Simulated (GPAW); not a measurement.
## A C chain with a Cl atom bridging one bond: transmission at several levels

How well does a C chain with a Cl atom bridging one bond conduct at low bias, and how far do basis and functional move the answer?

Program: GPAW 26.7.0. Level of theory: GPAW LCAO, PAW setups; Landauer transmission from Green's functions with principal layers (ASE), zero bias. Results are calculated unless marked as measured.

## 1. Set-up

The cell holds 13 atoms: 12 C and 1 Cl. Its edges and angles: a = 9.000 Å, b = 9.000 Å, c = 15.560 Å, α = 90.0°, β = 90.0°, γ = 90.0°. Regions: left lead, 6 atoms (6 C); channel, 1 atom (1 Cl); right lead, 6 atoms (6 C). Vacuum lies along a and b. The structure is stacked along c, and the current runs across the ab planes.

## 2. GPAW, dzp

Localised orbitals split the wire into layers that couple to their neighbours alone, which is what the Green's function method needs; double zeta with polarisation is the usual level for numbers.

run.py

```python
import json
import numpy as np
from ase import Atoms
from ase.transport.calculators import TransportCalculator
from gpaw import GPAW, FermiDirac
from gpaw.lcao.tools import get_lcao_hamiltonian
from scipy.linalg import eigh

# The junction with lead layers at both ends, along the third cell vector
device = Atoms(
    ['C', 'C', 'C', 'C', 'C', 'C', 'Cl', 'C', 'C', 'C', 'C', 'C', 'C'],
    positions=[
        [4.50000, 4.50000, 0.64000],
        [4.50000, 4.50000, 1.92000],
        [4.50000, 4.50000, 3.20000],
        [4.50000, 4.50000, 4.48000],
        [4.50000, 4.50000, 5.76000],
        [4.50000, 4.50000, 7.04000],
        [5.86775, 4.50000, 7.78000],
        [4.50000, 4.50000, 8.52000],
        [4.50000, 4.50000, 9.80000],
        [4.50000, 4.50000, 11.08000],
        [4.50000, 4.50000, 12.36000],
        [4.50000, 4.50000, 13.64000],
        [4.50000, 4.50000, 14.92000]],
    cell=[[9.0, 0.0, 0.0], [0.0, 9.0, 0.0], [0.0, 0.0, 15.56]],
    pbc=True)

# One principal layer of the lead: the first 4 atoms of the device
lead = Atoms(
    ['C', 'C', 'C', 'C'],
    positions=[
        [4.50000, 4.50000, 0.64000],
        [4.50000, 4.50000, 1.92000],
        [4.50000, 4.50000, 3.20000],
        [4.50000, 4.50000, 4.48000]],
    cell=[[9.0, 0.0, 0.0], [0.0, 9.0, 0.0], [0.0, 0.0, 5.12]],
    pbc=True)

settings = dict(mode='lcao', basis='dzp', xc='PBE', h=0.2,
                occupations=FermiDirac(0.1), maxiter=250,
                mixer=dict(beta=0.1, nmaxold=8, weight=100.0),
                convergence=dict(density=0.0001))
energies = np.arange(-2, 2 + 1e-9, 0.05)
eta = 0.0001
n1, n2 = 1, 1
# k and -k transmit alike, so half of the mesh across the current serves
mesh = [(i, j) for i in range(n1) for j in range(n2) if (i, j) <= (-i % n1, -j % n2)]
weights = np.array([1 if (i, j) == (-i % n1, -j % n2) else 2 for i, j in mesh]) / (n1 * n2)

# [... helper functions left out ...]
fermi_lead = ground_state(lead, (1, 1, 22), 'lead.txt')
fermi_device = ground_state(device, (1, 1, 5), 'device.txt')
# [... loop over the mesh left out, but for ...]
        # Shift the lead onto the potential of the device's first layer
        shift = ((H[:, 0, 0] - H0[:, 0, 0]) / S0[0, 0]).real.mean()
# [...]
kT = 8.617333e-5 * 500
bias = [0.1, 0.2, 0.5, 1.0, 1.5, 2.0]
# [... integrals and printing left out ...]
```

Started as:

```bash
$ OMP_NUM_THREADS=1 OPENBLAS_NUM_THREADS=1 python run.py
```

Output:

```text
basis functions: device 169, principal layer 52
Fermi level: lead -4.2215 eV, device -3.2157 eV; lead shifted by -0.2853 eV
largest coupling past the next layer 1.03e-04 eV, largest misfit of the first layer 0.175 eV
  E-E_F (eV)   T (one spin)  [channel counts left out]
    -2.000    1.5627e-01
    -1.950    1.7362e-01
    -1.900    1.9125e-01
    -1.850    2.0907e-01
    -1.800    2.2697e-01
    -1.750    2.4487e-01
    -1.700    2.6271e-01
    -1.650    2.8042e-01
    -1.600    2.9796e-01
    -1.550    3.1528e-01
    -1.500    3.3235e-01
    -1.450    3.4914e-01
    -1.400    3.6565e-01
    -1.350    3.8184e-01
    -1.300    3.9773e-01
    -1.250    4.1330e-01
[...]
1.650    1.1227e+00
     1.700    1.1387e+00
     1.750    1.1552e+00
     1.800    1.1722e+00
     1.850    1.1896e+00
     1.900    1.2076e+00
     1.950    1.2261e+00
     2.000    1.2452e+00
conductance at 500 K: 0.72675 G0 a cell; thermopower -3.649 uV/K
current from the zero-bias T(E) at 0.1 V: 5.6308 uA
current from the zero-bias T(E) at 0.2 V: 11.261 uA
current from the zero-bias T(E) at 0.5 V: 28.146 uA
current from the zero-bias T(E) at 1.0 V: 56.243 uA
current from the zero-bias T(E) at 1.5 V: 84.24 uA
current from the zero-bias T(E) at 2.0 V: 112.09 uA
```

The job ended after 24 s (1 thread of Intel Xeon Platinum 8488C (Sapphire Rapids), shared host; peak memory 0.52 GiB).

This step gave:

```yaml
conductance: 0.7268 G₀
thermopower: -3.649 μV/K
largest_coupling_past_the_next_principal_layer: 1.03e-4 eV
largest_misfit_of_the_first_principal_layer: 0.1752 eV
shift_that_aligns_the_lead: -0.2853 eV
basis_functions_of_the_junction: 169
basis_functions_of_a_principal_layer: 52
transmission_at_the_fermi_level_one_spin: 0.7268
```

One spin. Transmission, zone mean against energy, zero at the Fermi level:

```csv
energy (eV),"transmission, zone mean"
-2.00,0.156
-1.85,0.209
-1.70,0.263
-1.60,0.298
-1.45,0.349
-1.30,0.398
-1.15,0.444
-1.05,0.473
-0.90,0.514
-0.75,0.553
-0.60,0.590
-0.50,0.614
-0.35,0.649
-0.20,0.683
-0.05,0.716
0.00,0.727
0.05,0.738
0.20,0.770
0.35,0.802
0.50,0.834
0.60,0.856
0.75,0.889
0.90,0.923
1.05,0.958
1.15,0.983
1.30,1.02
1.45,1.06
1.60,1.11
1.70,1.14
1.85,1.19
2.00,1.25
```

Not self-consistent under bias; the bias window is split evenly. Table of current through one cell, from the zero-bias transmission by bias:

| bias (V) | current through one cell, from the zero-bias transmission (μA) |
| --- | --- |
| 0.100 | 5.63 |
| 0.200 | 11.3 |
| 0.500 | 28.1 |
| 1.000 | 56.2 |
| 1.500 | 84.2 |
| 2.000 | 112 |

The transmission of the three most open eigenchannels by energy, zero at the Fermi level:

```
energy (eV)  channel 1  channel 2  channel 3
     -2.000      0.134     0.0225          0
     -1.800      0.200     0.0269          0
     -1.600      0.266     0.0322          0
     -1.400      0.327     0.0385          0
     -1.200      0.383     0.0459          0
     -1.000      0.432     0.0544          0
     -0.800      0.476     0.0643          0
     -0.600      0.515     0.0755          0
     -0.400      0.549     0.0882          0
     -0.200      0.580      0.103          0
      0.000      0.608      0.119          0
      0.200      0.632      0.137          0
      0.400      0.654      0.159          0
      0.600      0.673      0.183          0
      0.800      0.690      0.211          0
      1.000      0.704      0.243          0
      1.200      0.716      0.280          0
      1.400      0.725      0.324          0
      1.600      0.733      0.374          0
      1.800      0.739      0.433          0
      2.000      0.743      0.502          0
```

Couplings past the next layer reach 1.0e-4 eV, small enough to drop; the matrix elements of the cell's first layer differ from the bulk lead's by up to 0.18 eV. That layer keeps its own values in the calculation, and only beyond it is the lead taken as perfect. The Fermi levels of lead and junction count from different zeros of potential, one for each periodic cell; with both set to zero, the small remaining shift is what aligns them. By hand: G = 0.7268 × 77.48 μS = 56.3 μS, a resistance of 17.8 kΩ; at 0.1 V a linear junction would pass 5.63 μA, and the integral over the bias window gives 5.63 μA. Mott's formula, S = -(π²/3)(k_B²T/e) d ln T/dE, has the prefactor 12.2 μV/K·eV at 500 K; T = 0.7160 at -0.05 eV and 0.7376 at 0.05 eV give a slope of 0.298 per eV and S = -3.64 μV/K, beside -3.65 μV/K from the thermal integral, which interpolates the same grid.

## 3. Single-zeta polarised basis

One radial function a shell plus polarisation makes the matrices smaller; the question is what that costs.

Changes to run.py since step 2:

```diff
@@ -39,3 +39,3 @@
 
-settings = dict(mode='lcao', basis='dzp', xc='PBE', h=0.2,
+settings = dict(mode='lcao', basis='szp(dzp)', xc='PBE', h=0.2,
                 occupations=FermiDirac(0.1), maxiter=250,
```

Output:

```text
basis functions: device 117, principal layer 36
Fermi level: lead -6.8417 eV, device -5.5599 eV; lead shifted by -0.2861 eV
largest coupling past the next layer 1.03e-04 eV, largest misfit of the first layer 0.211 eV
  E-E_F (eV)   T (one spin)  [channel counts left out]
    -2.000    3.2047e-02
    -1.950    4.0215e-02
    -1.900    5.0063e-02
    -1.850    6.1426e-02
    -1.800    7.4128e-02
    -1.750    8.7990e-02
    -1.700    1.0284e-01
    -1.650    1.1849e-01
    -1.600    1.3480e-01
    -1.550    1.5162e-01
    -1.500    1.6881e-01
    -1.450    1.8625e-01
    -1.400    2.0385e-01
    -1.350    2.2151e-01
    -1.300    2.3916e-01
    -1.250    2.5673e-01
[...]
1.650    9.7512e-01
     1.700    9.8592e-01
     1.750    9.9683e-01
     1.800    1.0078e+00
     1.850    1.0190e+00
     1.900    1.0302e+00
     1.950    1.0416e+00
     2.000    1.0531e+00
conductance at 500 K: 0.62427 G0 a cell; thermopower -4.716 uV/K
current from the zero-bias T(E) at 0.1 V: 4.8366 uA
current from the zero-bias T(E) at 0.2 V: 9.672 uA
current from the zero-bias T(E) at 0.5 V: 24.157 uA
current from the zero-bias T(E) at 1.0 V: 48.152 uA
current from the zero-bias T(E) at 1.5 V: 71.824 uA
current from the zero-bias T(E) at 2.0 V: 95.019 uA
```

The job ended after 20 s (1 thread; peak memory 0.51 GiB).

Numbers from this step:

- conductance: 0.6243 G₀
- thermopower: -4.716 μV/K
- largest misfit of the first principal layer: 0.2112 eV
- shift that aligns the lead: -0.2861 eV
- basis functions of the junction: 117
- basis functions of a principal layer: 36
- transmission at the Fermi level (one spin): 0.6245

One spin. The transmission, zone mean by energy, zero at the Fermi level:

```csv
energy (eV),"transmission, zone mean"
-2.00,0.0320
-1.85,0.0614
-1.70,0.103
-1.60,0.135
-1.45,0.186
-1.30,0.239
-1.15,0.291
-1.05,0.325
-0.90,0.375
-0.75,0.422
-0.60,0.466
-0.50,0.495
-0.35,0.536
-0.20,0.575
-0.05,0.612
0.00,0.625
0.05,0.636
0.20,0.671
0.35,0.705
0.50,0.738
0.60,0.759
0.75,0.790
0.90,0.821
1.05,0.851
1.15,0.871
1.30,0.902
1.45,0.933
1.60,0.964
1.70,0.986
1.85,1.02
2.00,1.05
```

Not self-consistent under bias; the bias window is split evenly. Table of current through one cell, from the zero-bias transmission by bias:

| bias (V) | current through one cell, from the zero-bias transmission (μA) |
| --- | --- |
| 0.100 | 4.84 |
| 0.200 | 9.67 |
| 0.500 | 24.2 |
| 1.000 | 48.2 |
| 1.500 | 71.8 |
| 2.000 | 95.0 |

The transmission of the three most open eigenchannels by energy, zero at the Fermi level:

```
energy (eV)  channel 1  channel 2  channel 3
      -2.00     0.0218     0.0102          0
      -1.85     0.0362     0.0252          0
      -1.70     0.0737     0.0291          0
      -1.60      0.103     0.0320          0
      -1.45      0.149     0.0369          0
      -1.30      0.197     0.0423          0
      -1.15      0.243     0.0483          0
      -1.05      0.273     0.0527          0
      -0.90      0.315     0.0597          0
      -0.75      0.354     0.0673          0
      -0.60      0.391     0.0755          0
      -0.50      0.413     0.0812          0
      -0.35      0.445     0.0904          0
      -0.20      0.475      0.100          0
      -0.05      0.502      0.111          0
       0.00      0.510      0.114          0
       0.05      0.518      0.118          0
       0.20      0.541      0.130          0
       0.35      0.562      0.143          0
       0.50      0.581      0.157          0
       0.60      0.592      0.166          0
       0.75      0.608      0.182          0
       0.90      0.621      0.199          0
       1.05      0.633      0.218          0
       1.15      0.640      0.232          0
       1.30      0.649      0.253          0
       1.45      0.656      0.277          0
       1.60      0.662      0.302          0
       1.70      0.666      0.320          0
       1.85      0.670      0.349          0
       2.00      0.673      0.380          0
```

The conductance, 0.624 G₀, lies 14 % below that of the dzp run.

## 4. GPAW, sz: basis = "sz(dzp)"

The minimal basis is the cheapest rung: no second zeta and no polarisation.

Changes to run.py since step 3:

```diff
@@ -39,3 +39,3 @@
 
-settings = dict(mode='lcao', basis='szp(dzp)', xc='PBE', h=0.2,
+settings = dict(mode='lcao', basis='sz(dzp)', xc='PBE', h=0.2,
                 occupations=FermiDirac(0.1), maxiter=250,
```

Output:

```text
basis functions: device 52, principal layer 16
Fermi level: lead -7.7027 eV, device -6.3905 eV; lead shifted by -0.2999 eV
largest coupling past the next layer 1.04e-04 eV, largest misfit of the first layer 0.187 eV
  E-E_F (eV)   T (one spin)  [channel counts left out]
    -2.000    6.5419e-02
    -1.950    7.6310e-02
    -1.900    8.8089e-02
[...]
1.950    8.1680e-01
     2.000    8.2273e-01
conductance at 500 K: 0.54889 G0 a cell; thermopower -3.949 uV/K
current from the zero-bias T(E) at 0.1 V: 4.2526 uA
current from the zero-bias T(E) at 0.2 V: 8.504 uA
current from the zero-bias T(E) at 0.5 V: 21.24 uA
current from the zero-bias T(E) at 1.0 V: 42.333 uA
current from the zero-bias T(E) at 1.5 V: 63.13 uA
current from the zero-bias T(E) at 2.0 V: 83.481 uA
```

Wall time 15 s (1 thread); peak memory 0.48 GiB.

This step gave:

```
conductance                                    : 0.5489 G₀
thermopower                                    : -3.949 μV/K
largest coupling past the next principal layer : 1.04e-4 eV
largest misfit of the first principal layer    : 0.1871 eV
shift that aligns the lead                     : -0.2999 eV
basis functions of the junction                : 52
basis functions of a principal layer           : 16
transmission at the Fermi level (one spin)     : 0.5491
```

The conductance, 0.549 G₀, lies 24 % below that of the dzp run.

## 5. revPBE in the dzp basis: xc = "revPBE"

Back in the dzp basis, the functional changes from PBE to revPBE, to set the spread between functionals beside that between bases.

Changes to run.py since step 4:

```diff
@@ -39,3 +39,3 @@
 
-settings = dict(mode='lcao', basis='sz(dzp)', xc='PBE', h=0.2,
+settings = dict(mode='lcao', basis='dzp', xc='revPBE', h=0.2,
                 occupations=FermiDirac(0.1), maxiter=250,
```

Output:

```text
basis functions: device 169, principal layer 52
Fermi level: lead -4.1349 eV, device -3.1280 eV; lead shifted by -0.2865 eV
largest coupling past the next layer 1.03e-04 eV, largest misfit of the first layer 0.174 eV
  E-E_F (eV)   T (one spin)  [channel counts left out]
    -2.000    1.6509e-01
    -1.950    1.8253e-01
    -1.900    2.0020e-01
[...]
1.950    1.2212e+00
     2.000    1.2398e+00
conductance at 500 K: 0.72888 G0 a cell; thermopower -3.609 uV/K
current from the zero-bias T(E) at 0.1 V: 5.6473 uA
current from the zero-bias T(E) at 0.2 V: 11.294 uA
current from the zero-bias T(E) at 0.5 V: 28.229 uA
current from the zero-bias T(E) at 1.0 V: 56.413 uA
current from the zero-bias T(E) at 1.5 V: 84.507 uA
current from the zero-bias T(E) at 2.0 V: 112.46 uA
```

Wall time 26 s (1 thread); peak memory 0.52 GiB.

Numbers from this step:

* conductance: 0.7289 G₀
* thermopower: -3.609 μV/K
* largest coupling past the next principal layer: 1.03e-4 eV
* largest misfit of the first principal layer: 0.1738 eV
* shift that aligns the lead: -0.2865 eV
* basis functions of the junction: 169
* basis functions of a principal layer: 52
* transmission at the Fermi level (one spin): 0.7289

The conductance, 0.729 G₀, lies 0.3 % above that of the dzp run.

## 6. All levels side by side

Times are for 1 thread of Intel Xeon Platinum 8488C (Sapphire Rapids), shared host. Results by setting:

```csv
no.,run,conductance (G₀),time,memory (GiB)
1,dzp,0.7268,24 s,0.52
2,szp,0.6243,20 s,0.51
3,sz,0.5489,15 s,0.48
4,dzp revPBE,0.7289,26 s,0.52
```

## 7. The levels side by side

The curves are compared point by point over the common energies.

This step: comparison of transmission and cost over codes and levels (GPAW 26.7.0).

Ladder, by row:

| step | code | T at the Fermi level (sum over the listed spins) | conductance (G0) | r.m.s. T(E) from the first | wall time (s) | peak memory (GiB) | threads |
| --- | --- | --- | --- | --- | --- | --- | --- |
| dzp | GPAW | 0.7268 | 0.7268 | 0 | 24.47 | 0.52 | 1 |
| szp | GPAW | 0.6245 | 0.6243 | 0.1311 | 20.18 | 0.51 | 1 |
| sz | GPAW | 0.5491 | 0.5489 | 0.2203 | 15.16 | 0.48 | 1 |
| dzp-revPBE | GPAW | 0.7289 | 0.7289 | 0.004498 | 26.17 | 0.52 | 1 |

Transmission, zone mean, sum over the listed spins against energy, zero at the Fermi level:

```
energy (eV)    dzp     szp      sz  dzp-revPBE
    -2.0000  0.156  0.0320  0.0654       0.165
    -1.7500  0.245  0.0880   0.127       0.254
    -1.5000  0.332   0.169   0.199       0.340
    -1.2500  0.413   0.257   0.270       0.420
    -1.0000  0.487   0.342   0.336       0.492
    -0.7500  0.553   0.422   0.397       0.557
    -0.5000  0.614   0.495   0.452       0.618
    -0.2500  0.672   0.562   0.503       0.674
     0.0000  0.727   0.625   0.549       0.729
     0.2500  0.781   0.683   0.592       0.782
     0.5000  0.834   0.738   0.631       0.836
     0.7500  0.889   0.790   0.667       0.890
     1.0000  0.947   0.841   0.701       0.947
     1.2500   1.01   0.892   0.733        1.01
     1.5000   1.08   0.943   0.763        1.08
     1.7500   1.16   0.997   0.793        1.15
     2.0000   1.25    1.05   0.823        1.24
```

(Continued in part 2 of 2.)

[Logs are printed without paths, hosts, clocks, repeated set-up lines and the standing remarks that a program may print on its own settings, such as how far it seeks lower states.]

[Hosts, paths, dates, database ids (printed as entryN), source tags and the programs' standing remarks are cut or masked in the printed files.]
